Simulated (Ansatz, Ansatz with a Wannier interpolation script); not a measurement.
Planning a run of Ansatz 0.2.0 on In2O3 (R-3c). The input:

```yaml
crystal:
  lattice:
    - [2.7435, 1.5839604635, 4.8366666667]
    - [-2.7435, 1.5839604635, 4.8366666667]
    - [0.0, -3.167920927, 4.8366666667]
  atoms:
    - { symbol: In, position: [0.35731, 0.35731, 0.35731] }
    - { symbol: In, position: [0.14269, 0.14269, 0.14269] }
    - { symbol: In, position: [0.64269, 0.64269, 0.64269] }
    - { symbol: In, position: [0.85731, 0.85731, 0.85731] }
    - { symbol: O, position: [0.548, 0.952, 0.25] }
    - { symbol: O, position: [0.25, 0.548, 0.952] }
    - { symbol: O, position: [0.952, 0.25, 0.548] }
    - { symbol: O, position: [0.452, 0.048, 0.75] }
    - { symbol: O, position: [0.75, 0.452, 0.048] }
    - { symbol: O, position: [0.048, 0.75, 0.452] }
kpoints:
  mp_grid: { grid: [4, 4, 4] }
hamiltonian:
  xc: lda
scf:
  occupations: { method: fixed }
gw:
  n_empty_bands: 526
  ecut_chi: 150.0
  qp_bands: [v18, c1]
  screening: { model: contour_deformation }
```

```sh
ansatz run input.yaml --threads 3 --pin off --max-ram 92160MiB --backend cuda --events-out ev --progress --plain --runs-dir out --devices 1 --max-vram 13GiB
```

**Question.** How long will it take on 1 × NVIDIA H100 80GB HBM3 (shared by 6 runs) with 3 threads of AMD EPYC 7R13 (Zen 3), shared host, and how much memory?

It took 2 min; on shared hardware allow 61 s to 4 min. Peak host memory was 1.8 GiB. The sizes that set the cost: 2453 plane waves a state, 13 irreducible k points, 570 bands summed, 543 plane waves in the screening and 7 SCF cycles.

The screening grows as filled bands × empty bands × pairs of k points, times the square of the screening basis for the matrix.

[Paths, hosts, dates, memory and timing lines, banners, echoed tables and standing remarks are left out of the program output.]

[Logs are printed without paths, hosts, clocks, repeated set-up lines and the standing remarks that a program may print on its own settings, such as how far it seeks lower states.]

[Runs of the session that timed out or met a known fault of the program may be left out.]

[Hosts, paths, dates, database ids (printed as entryN), source tags and the programs' standing remarks are cut or masked in the printed files.]
